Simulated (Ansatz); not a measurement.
**Cu (Copper, Fm-3m): phonons against volume**

Aim: how the vibrations of Cu (Copper) shift with volume, and the expansion that follows.

Experimental results on record:
- heat capacity C_P per formula unit 24.5 J/mol/K near room temperature (given in “High-Throughput Prediction of Finite-Temperature Properties using the Quasi-Harmonic Approximation”, 2016, arXiv:1603.06924)

Method: DFT PBEsol, scalar-relativistic, plane waves, PAW, in Ansatz 0.2.0.

## Step 1: Starting point

The structure is cubic, space group Fm-3m (No. 225). Conventional cell: a = 3.615 Å, b = 3.615 Å, c = 3.615 Å, α = 90.00°, β = 90.00°, γ = 90.00°. Nearest to Cu lie 12 Cu at 2.56 Å.

## Step 2: A first coarse run

Before spending time, one coarse run tells the gap and the pressure of the starting cell.

input.yaml

```yaml
crystal:
  lattice:
    - [0.0, 1.8075, 1.8075]
    - [1.8075, 0.0, 1.8075]
    - [1.8075, 1.8075, 0.0]
  atoms:
    - { symbol: Cu, position: [0.0, 0.0, 0.0] }
kpoints:
  mp_grid: { grid: [8, 8, 8] }
hamiltonian:
  xc: pbesol
scf:
  occupations: { method: gaussian, width: 0.1 }
  lower_state_search: "off"
output:
  forces: true
  stress: true
  eigenvalues: true
```

Started as:

```
$ ansatz run input.yaml --threads 8 --pin off --max-ram 16384MiB --backend cpu --events-out ev --progress --plain --runs-dir out
```

Numbers of over 12 decimals in the logs are rounded to 6 here.

What it wrote:

```text
Engine: ansatz 0.2.0, aarch64-unknown-linux-gnu
Pseudopotentials: kind: paw
Pseudopotential: Cu, paw, valence charge 19, recommended cutoff 420 eV (normal), Cu.paw.azcp
Functional definition: PBEsol
  exchange = pbesol_x
  correlation = pbesol_c
Crystal: 1 atoms, lattice volume = 11.810 Å³
Basis set: ecut = 420 eV, 259 PW (Γ), exchange–correlation on 36×36×36 points (8 copies of the dense FFT grid, shifted against one another)
Bands: 14, of which v1, the nominal top of the filled ones, is band 10 counted from 1 (9 counted from 0)
Symmetry: 48 space group operations
Space group: Fm-3m (ITA 225), of the structure as read, at distance tolerance 2.3e-5 Å
k-points: 29 of 512
Non-local potential: Cu, projectors of the file, l = 0: 3, l = 1: 2, l = 2: 3, l = 3: 1
PAW form: soft (Blöchl's): semilocal exchange-correlation on the pseudo side does not see the compensation charge
PAW frozen core: Cu, regenerated for the run's functional, and the local potential with it (the file was generated under x = pbe(κ = 0.804, μ = 0.219515), c = pbe(β = 0.066725))
PAW one-centre angular grid: Cu, 590 points (default); XC on 64 Gauss nodes
Initial density: superposition of atomic densities (neutral atoms: chi_scale 0, normalization atom), corrected by the library's trained network
Initial wavefunctions: pseudopotential atomic-orbital guess
Functional: x = pbesol(κ = 0.804, μ = 0.123457), c = pbesol(β = 0.046)
SCF iter   1: F=—  HF=-6588.736831 eV  |F-HF|=—  |Δ(HF+E_count)|=         —  Δρ=1.95e-2  dr2=2.33e-2  ethr=1.77e-3  ⟨swp⟩=5.2  Hψ=2012  notcnv=0
preconditioner: auto → none  [insulator: Δε(μ)=0.207 eV  Ē_g=16.939 eV  σ=0.100 eV  W_gap=0.81  n_scr=0 (ndim 8)  ℏωp=35.8 eV  f_vac=0.000  D(μ)=0.73/eV (n_scr^D=8)  ε∞_Penn≈5.5]
SCF iter   2: F=—  HF=-6588.731446 eV  |F-HF|=—  |Δ(HF+E_count)|=   5.38e-3  Δρ=7.77e-4  dr2=2.48e-5  ethr=1.23e-4  ⟨swp⟩=2.8  Hψ=855  notcnv=0  defer=9
SCF iter   3: F=—  HF=-6588.731452 eV  |F-HF|=—  |Δ(HF+E_count)|=   5.87e-6  Δρ=8.90e-4  dr2=3.58e-5  ethr=1.30e-7  ⟨swp⟩=2.1  Hψ=685  notcnv=0  defer=9
SCF iter   4: F=—  HF=-6588.731476 eV  |F-HF|=—  |Δ(HF+E_count)|=   2.36e-5  Δρ=6.55e-5  dr2=2.07e-7  ethr=1.30e-7  ⟨swp⟩=1.0  Hψ=396  notcnv=0  defer=9
iter 5 did not close the SCF: its close was put off for the readings that it lacked (scf_convergence_deferred on its scf_iter line)
SCF iter   5: F=-6588.731476 eV  HF=-6588.731476 eV  |F-HF|=1.20e-10  |Δ(HF+E_count)|=   2.24e-7  Δρ=3.17e-6  dr2=6.58e-10  ethr=1.09e-9  ⟨swp⟩=2.3  Hψ=601  notcnv=0  defer=9
SCF iter   6: F=-6588.731476 eV  HF=-6588.731476 eV  |F-HF|=1.36e-11  |Δ(HF+E_count)|=  4.83e-10  Δρ=3.86e-7  dr2=4.83e-12  ethr=3.46e-12  ⟨swp⟩=2.7  Hψ=1350  notcnv=0
SCF 1 converged in 6 iterations: F = -6588.731476 eV  dr2 = 4.83e-12
  greatest PAW one-centre occupation: 1.000 electrons in one spin orbital (limit 2), on the Cu atom at site 0 (counted from 0), in its partial waves of l = 0
SCF converged after 6 iterations
Free energy (F): -6588.731476 eV
Harris-Foulkes:  -6588.731476 eV  (|F-HF|=1.36e-11)
Internal energy: -6588.728231 eV  (E = F + TS)
E sigma→0 (E₀):  -6588.729853 eV
Entropy (-TS):   -0.003244 eV (-3.244 meV/atom)
Fermi energy:    16.522611 eV
--- Per-component energies (eV) ---
  E_band       = -360.955243
  E_kinetic    = 300.092842
  E_local      = -4049.847005  (includes V_loc(G=0)·N_el)
  E_nonlocal   = 391.629810
  E_hartree    = 1781.015505
  E_xc         = -88.978824
  E_vxc        = -115.326155  (∫ρ·V_xc dr)
  E_paw        = -1626.393333  (= ΣΔE_a)
  E_vpaw       = -449.536171  (= ΣTr[D̂ρ^β])
  E_aug_tail   = 0.000269  (compensation charges beyond the density's cutoff)
  E_ewald      = -3296.453696
  E_core_change = 0.206202  (= ΣΔE_core)
  E_smearing   = -0.003244  (= −TS)
  E_closure    = -0.000000  (closes the sum)
  Σ components = -6588.731476   (vs F -6588.731476, Δ=0.00e0)
--- Forces (eV/Å), atoms counted from 1 ---
  atom   1  Cu    -0.00000000     0.00000000     0.00000000
  max |Σ_I F_I| component: 3.29e-32 eV/Å
--- Stress (GPa, compression-positive) ---
       -5.627158       0.000000       0.000000
        0.000000      -5.627158      -0.000000
        0.000000      -0.000000      -5.627158
  P = ⅓ Tr σ = -5.6272 GPa (-56.272 kbar)
--- Band table (eV; the first three rows and the last of 29) ---
  k-point 0: bands = [... 6 lower, 13.5908, 13.5908, 14.4350, 14.4350, 39.1685, 41.6579, 41.6579, 41.6579]
  k-point 1: bands = [... 6 lower, 13.6859, 13.6859, 14.4053, 14.4053, 35.3119, 39.7556, 40.4561, 40.4561]
  k-point 2: bands = [... 6 lower, 13.7511, 13.7511, 14.5175, 14.5175, 28.9703, 39.0272, 39.2379, 39.2379]
  k-point 28: bands = [... 6 lower, 13.0650, 14.3897, 15.1546, 22.7361, 22.7361, 24.8737, 25.2950, 44.7029]
```

Run time: 0.31 s. Hardware: 8 threads of Arm Neoverse V1, shared host; peak memory 0.27 GiB.

Numbers from this step:

| Quantity | Value |
| --- | --- |
| pressure | -5.627 GPa |
| volume per atom | 11.81 Å³/atom |
| gap on the k-mesh | 0 eV |

The start is under -5.6 GPa at this level and looks like a metal on this mesh.

## Step 3: Finding the static equilibrium

The vibrations must be taken about the equilibrium of this functional, not about the starting cell, so the structure is relaxed.

input.yaml, the sections that differ from step 2:

```yaml
kpoints:
  mp_grid: { grid: [20, 20, 20] }
output:
  forces: true
  stress: true
  eigenvalues: true
  write_density: true
  write_potential: true
  elf: true
  volumetric_format: npy
relax:
  adjacent_minimum: "off"
  f_tol: 0.005
  max_steps: 80
  cell: { stress_tol: 0.05 }
# crystal, hamiltonian, scf: as in step 2
```

What it wrote:

```text
[...]
Crystal: 1 atoms, lattice volume = 11.810 Å³
Basis set: ecut = 420 eV, 259 PW (Γ), exchange–correlation on 36×36×36 points (8 copies of the dense FFT grid, shifted against one another)
Bands: 14, of which v1, the nominal top of the filled ones, is band 10 counted from 1 (9 counted from 0)
Symmetry: 48 space group operations
[...]
k-points: 256 of 8000
[...]
SCF iter   1: F=—  HF=-6588.769978 eV  |F-HF|=—  |Δ(HF+E_count)|=         —  Δρ=2.06e-2  dr2=2.60e-2  ethr=1.77e-3  ⟨swp⟩=5.3  Hψ=17843  notcnv=0
[...]
SCF iter   6: F=-6588.763957 eV  HF=-6588.763957 eV  |F-HF|=2.00e-11  |Δ(HF+E_count)|=  1.52e-10  Δρ=4.35e-7  dr2=7.34e-12  ethr=2.31e-12  ⟨swp⟩=5.4  Hψ=18803  notcnv=0
SCF 1 converged in 6 iterations: F = -6588.763957 eV  dr2 = 7.34e-12
[...]
relax step   1: F+E_penalty+E_count = -6588.76395732 eV  Δ(F+E_penalty+E_count) = +0.000e0 eV  max|allowed force component| = 0.000e0 eV/Å  Δτ_max = 0.0000 Å  P = -6.475 GPa  Ω = 11.810 Å³  (6 SCF iters, dr2 threshold 1.00e-7 eV, accepted)
Crystal: 1 atoms, lattice volume = 11.550 Å³
Basis set: ecut = 420 eV, 229 PW (Γ), exchange–correlation on 36×36×36 points (8 copies of the dense FFT grid, shifted against one another)
[...]
iter 1 solved again at ethr=3.09e-5 eV; its pass at ethr=3.10e-3 eV (dr2=5.88e-3 eV) is discarded
[...]
SCF iter   6: F=-6588.772154 eV  HF=-6588.772154 eV  |F-HF|=1.82e-12  |Δ(HF+E_count)|=  6.28e-11  Δρ=1.30e-7  dr2=8.08e-13  ethr=1.00e-12  ⟨swp⟩=4.1  Hψ=15991  notcnv=0
SCF 2 converged in 6 iterations: F = -6588.772154 eV  dr2 = 8.08e-13
relax step   2: F+E_penalty+E_count = -6588.77215369 eV  Δ(F+E_penalty+E_count) = -8.196e-3 eV  max|allowed force component| = 0.000e0 eV/Å  Δτ_max = 0.0000 Å  P = -3.307 GPa  Ω = 11.550 Å³  energy of the carried Pulay correction = +1.799e-4 eV  (6 SCF iters, accepted)
Crystal: 1 atoms, lattice volume = 11.290 Å³
[...]
SCF iter   6: F=-6588.774823 eV  HF=-6588.774823 eV  |F-HF|=2.73e-12  |Δ(HF+E_count)|=  1.16e-10  Δρ=1.35e-7  dr2=1.23e-12  ethr=1.00e-12  ⟨swp⟩=4.0  Hψ=15514  notcnv=0
SCF 3 converged in 6 iterations: F = -6588.774823 eV  dr2 = 1.23e-12
relax step   3: F+E_penalty+E_count = -6588.77482270 eV  Δ(F+E_penalty+E_count) = -2.669e-3 eV  max|allowed force component| = 0.000e0 eV/Å  Δτ_max = 0.0000 Å  P = +0.328 GPa  Ω = 11.290 Å³  energy of the carried Pulay correction = +3.634e-4 eV  (6 SCF iters, accepted)
[...]
relax step   4: F+E_penalty+E_count = -6588.77482968 eV  Δ(F+E_penalty+E_count) = -6.980e-6 eV  max|allowed force component| = 0.000e0 eV/Å  Δτ_max = 0.0000 Å  P = +0.004 GPa  Ω = 11.312 Å³  energy of the carried Pulay correction = +3.479e-4 eV  (6 SCF iters, accepted)
[...]
SCF iter   6: F=-6588.774423 eV  HF=-6588.774423 eV  |F-HF|=9.09e-13  |Δ(HF+E_count)|=  9.09e-13  Δρ=8.82e-9  dr2=1.46e-15  ethr=1.00e-12  ⟨swp⟩=3.0  Hψ=12497  notcnv=0
SCF 5 converged in 6 iterations: F = -6588.774423 eV  dr2 = 1.46e-15
relax step   5: F+E_penalty+E_count = -6588.77442337 eV  Δ(F+E_penalty+E_count) = +4.063e-4 eV  max|allowed force component| = 0.000e0 eV/Å  Δτ_max = 0.0000 Å  P = +0.042 GPa  Ω = 11.312 Å³  stress off target by 4.21e-2 GPa  SCF on the basis re-selected at this cell (its energy is not comparable with the rows above)  (6 SCF iters)
basis re-selected at this cell: Δ(F+E_penalty+E_count) = +4.063e-4 eV, ΔP = +0.038 GPa vs the last step (what re-selecting the basis moved, of the pressure what is left beyond the Pulay correction that the steps carried, after the strain that the cell walked since its last selection, with what the two solves' SCF thresholds leave and, on support functions, any second-order correction that the steps lacked; it is no measure of the basis error at this ecutwfc). This SCF's stress stands 4.21e-2 GPa from its target on what of the cell is left free (relax.cell.stress_tol is 5.00e-2 GPa) and its largest allowed force component is 0.00e0 eV/Å (relax.f_tol is 5.00e-3 eV/Å): [rest of the remark cut]
SCF converged after 6 iterations
Free energy (F): -6588.774423 eV
[...]
Internal energy: -6588.773091 eV  (E = F + TS)
E sigma→0 (E₀):  -6588.773757 eV
Entropy (-TS):   -0.001332 eV (-1.332 meV/atom)
Fermi energy:    17.503958 eV
[...]
--- Stress (GPa, compression-positive) ---
        0.042106       0.000000       0.000000
        0.000000       0.042106       0.000000
        0.000000       0.000000       0.042106
  P = ⅓ Tr σ = 0.0421 GPa (0.421 kbar)
--- Band table (eV; the first three rows and the last of 256) ---
  k-point 0: bands = [... 6 lower, 14.3937, 14.3937, 15.2959, 15.2959, 40.4654, 43.2859, 43.2859, 43.2859]
  k-point 1: bands = [... 6 lower, 14.4126, 14.4126, 15.2882, 15.2882, 39.9938, 42.0129, 42.9754, 42.9754]
  k-point 2: bands = [... 6 lower, 14.4634, 14.4634, 15.2708, 15.2708, 38.0097, 41.2870, 42.3768, 42.3768]
  k-point 255: bands = [... 6 lower, 13.8287, 15.2455, 16.0644, 23.8487, 23.8487, 26.0335, 26.6452, 46.2990]
--- Relaxed structure (4 steps of the walk, 4 accepted, 1 SCFs on fresh bases) ---
  F+E_penalty+E_count = -6588.77442337 eV   max|allowed force component| = 0.000e0 eV/Å   (the final SCF, on the basis selected at the relaxed cell)
  cell:  # Å, volume = 11.3116 Å³
    - [0, 1.781686, 1.781686]
    - [1.781686, 0, 1.781686]
    - [1.781686, 1.781686, 0]
  atoms:
    - { symbol: Cu, position: [0.0, 0.0, 0.0] }
```

It took 2.9 s on 8 threads; peak memory 0.36 GiB; 18 s of CPU time.

Relaxation path:

```tsv
step	energy less that of the first step (eV)	largest force component (eV/Å)	pressure (GPa)	volume (Å³)
1	0.0000	0.0000	-6.48	11.81
2	-0.0082	0.0000	-3.31	11.55
3	-0.0109	0.0000	0.33	11.29
4	-0.0109	0.0000	0.00	11.31
5*	-0.0105	0.0000	0.04	11.31
```

Relaxation steps marked * repeat the geometry before them on a plane-wave basis chosen anew for their cell, so energy and pressure can jump there.

```tsv
conventional cell, symmetrised	before	after	change
a (Å)	3.615	3.563	-1.4 %
b (Å)	3.615	3.563	-1.4 %
c (Å)	3.615	3.563	-1.4 %
volume (Å³/atom)	11.81	11.31	-4.2 %
```

The relaxed structure:

```cif
data_structure
_symmetry_space_group_name_H-M 'P 1'
_symmetry_Int_Tables_number 1
_cell_length_a 2.5197
_cell_length_b 2.5197
_cell_length_c 2.5197
_cell_angle_alpha 60.000
_cell_angle_beta 60.000
_cell_angle_gamma 60.000
_cell_volume 11.31
loop_
_atom_site_label
_atom_site_type_symbol
_atom_site_fract_x
_atom_site_fract_y
_atom_site_fract_z
_atom_site_occupancy
Cu1 Cu 0.00000 0.00000 0.00000 1
```

Numbers from this step:

```
pressure        : 0.04211 GPa
volume per atom : 11.31 Å³/atom
```

ELF in the ac plane of the conventional cell at fractional y = 0.000, with atoms of Cu within 0.2 Å of it. It is the smooth field of the valence electrons, not physical close to the nuclei.

Values, 14 rows by 14 columns, each cell a mean:
```
0.73 0.53 0.27 0.18 0.18 0.23 0.24 0.24 0.24 0.21 0.18 0.20 0.37 0.64
0.42 0.32 0.21 0.18 0.20 0.24 0.23 0.22 0.23 0.22 0.19 0.19 0.25 0.37
0.21 0.19 0.18 0.19 0.22 0.20 0.18 0.18 0.19 0.21 0.21 0.19 0.19 0.20
0.17 0.18 0.20 0.21 0.19 0.18 0.18 0.19 0.18 0.18 0.20 0.21 0.19 0.18
0.20 0.22 0.23 0.20 0.18 0.21 0.27 0.31 0.26 0.20 0.18 0.21 0.22 0.21
0.24 0.24 0.22 0.18 0.19 0.32 0.53 0.64 0.48 0.26 0.18 0.19 0.23 0.24
0.25 0.24 0.20 0.17 0.21 0.42 0.73 0.86 0.64 0.31 0.19 0.18 0.22 0.24
0.24 0.24 0.21 0.18 0.20 0.37 0.64 0.73 0.53 0.27 0.18 0.18 0.23 0.24
0.22 0.23 0.22 0.19 0.19 0.25 0.37 0.42 0.32 0.21 0.18 0.20 0.24 0.23
0.18 0.19 0.21 0.21 0.19 0.19 0.20 0.21 0.19 0.18 0.19 0.22 0.20 0.18
0.19 0.18 0.18 0.20 0.21 0.19 0.18 0.17 0.18 0.20 0.21 0.19 0.18 0.18
0.31 0.26 0.20 0.18 0.21 0.22 0.21 0.20 0.22 0.23 0.20 0.18 0.21 0.27
0.64 0.48 0.26 0.18 0.19 0.23 0.24 0.24 0.24 0.22 0.18 0.19 0.32 0.53
0.86 0.64 0.31 0.19 0.18 0.22 0.24 0.25 0.24 0.20 0.17 0.21 0.42 0.73
```
Columns run along a (3.6 Å), rows up along c (3.6 Å), edges of the conventional cell, whose origin can differ from the input's. Atoms in or near the plane, at fractional coordinates: Cu at (0.00, 0.00), Cu at (0.50, 0.50).

Valence density in the ac plane of the conventional cell at fractional y = 0.000, with atoms of Cu within 0.2 Å of it. It is the smooth field of the valence electrons, not physical close to the nuclei.

Ten steps, logarithmic in the rise over the least value, from '_' (0 e/Å³) to '@' (58 e/Å³), each cell a mean:
```
@@##==..______________::**%%
**++--..______________..==**
::::..__________________..::
__________....::..__________
________..--==++==::________
________::++##%%##==..______
________::**@@@@%%++::______
________::**%%@@##==..______
________..==****++--..______
__________..::::::..________
::..____________________....
++==::________________..--==
%%##==..______________::++##
@@%%++::______________::**@@
```
Columns run along a (3.6 Å), rows up along c (3.6 Å), edges of the conventional cell, whose origin can differ from the input's. Atoms in or near the plane, at fractional coordinates: Cu at (0.00, 0.00), Cu at (0.50, 0.50).

Electrostatic potential energy in the ac plane of the conventional cell at fractional y = 0.000, with atoms of Cu within 0.2 Å of it. With pseudopotentials it is smooth inside the atoms' cores, unlike the true potential.

Ten even steps from '0' (-38 eV) to '9' (20 eV), each cell a mean:
```
00269999998510
11479999999631
45799999999865
88999766789998
99997422368999
99985100037999
99984100026999
99985100026999
99996311147999
99998654579999
67899988899976
23689999999742
00379999998510
00269999998410
```
Columns run along a (3.6 Å; values clipped at the 3rd and 97th percentile), rows up along c (3.6 Å), edges of the conventional cell, whose origin can differ from the input's. Atoms in or near the plane, at fractional coordinates: Cu at (0.00, 0.00), Cu at (0.50, 0.50).

The relaxation ends with a pressure of 0.04 GPa.

## Step 4: Tight relaxation

The thresholds are tightened for a last relaxation ahead of the phonons, and where mesh or smearing change with them the cell follows.

input.yaml

```yaml
crystal:
  lattice:
    - [0.0, 1.7816860089, 1.7816860089]
    - [1.7816860089, 0.0, 1.7816860089]
    - [1.7816860089, 1.7816860089, 0.0]
  atoms:
    - { symbol: Cu, position: [0.0, 0.0, 0.0] }
kpoints:
  mp_grid: { grid: [24, 24, 24] }
hamiltonian:
  xc: pbesol
scf:
  occupations: { method: methfessel_paxton, width: 0.2 }
  lower_state_search: "off"
output:
  forces: true
  stress: true
  eigenvalues: true
relax:
  adjacent_minimum: "off"
  f_tol: 0.001
  max_steps: 60
  cell: { stress_tol: 0.01 }
```

What it wrote:

```text
[...]
Crystal: 1 atoms, lattice volume = 11.312 Å³
Basis set: ecut = 420 eV, 229 PW (Γ), exchange–correlation on 36×36×36 points (8 copies of the dense FFT grid, shifted against one another)
Bands: 14, of which v1, the nominal top of the filled ones, is band 10 counted from 1 (9 counted from 0)
Symmetry: 48 space group operations
[...]
k-points: 413 of 13824
[...]
k-point 2: bands = [... 6 lower, 14.4368, 14.4368, 15.2692, 15.2692, 38.7889, 41.4067, 42.5686, 42.5686]
  k-point 412: bands = [... 6 lower, 13.8220, 15.2379, 16.0565, 23.8381, 23.8381, 26.0223, 26.6322, 46.2835]
--- Relaxed structure (3 steps of the walk, 3 accepted, 1 SCFs on fresh bases) ---
[...]
cell:  # Å, volume = 11.3163 Å³
    - [0, 1.781933, 1.781933]
    - [1.781933, 0, 1.781933]
    - [1.781933, 1.781933, 0]
  atoms:
    - { symbol: Cu, position: [0.0, 0.0, 0.0] }
[key lines of the parts left out:]
SCF converged after 6 iterations
Free energy (F): -6588.773713 eV
Fermi energy:    17.533087 eV
P = ⅓ Tr σ = -0.0012 GPa (-0.012 kbar)
```

Elapsed: 3 s, on 8 threads; peak memory 0.39 GiB.

Little changed from the start: no atom moved by 0.005 Å and no cell edge by 0.1 %.

This step gave:

| Item | Value |
| --- | --- |
| pressure | -0.001172 GPa |
| volume per atom | 11.32 Å³/atom |

The residual pressure is -0.0012 GPa, small enough for phonons.

(Part 1 of 3 ends here.)

[Logs are printed without paths, hosts, clocks, repeated set-up lines and the standing remarks that a program may print on its own settings, such as how far it seeks lower states.]

[Hosts, paths, dates, database ids (printed as entryN), source tags and the programs' standing remarks are cut or masked in the printed files.]

[A step with changed settings may run another functional than the one named; its input shows which.]

[Of the runs on displaced cells, only some may be shown.]
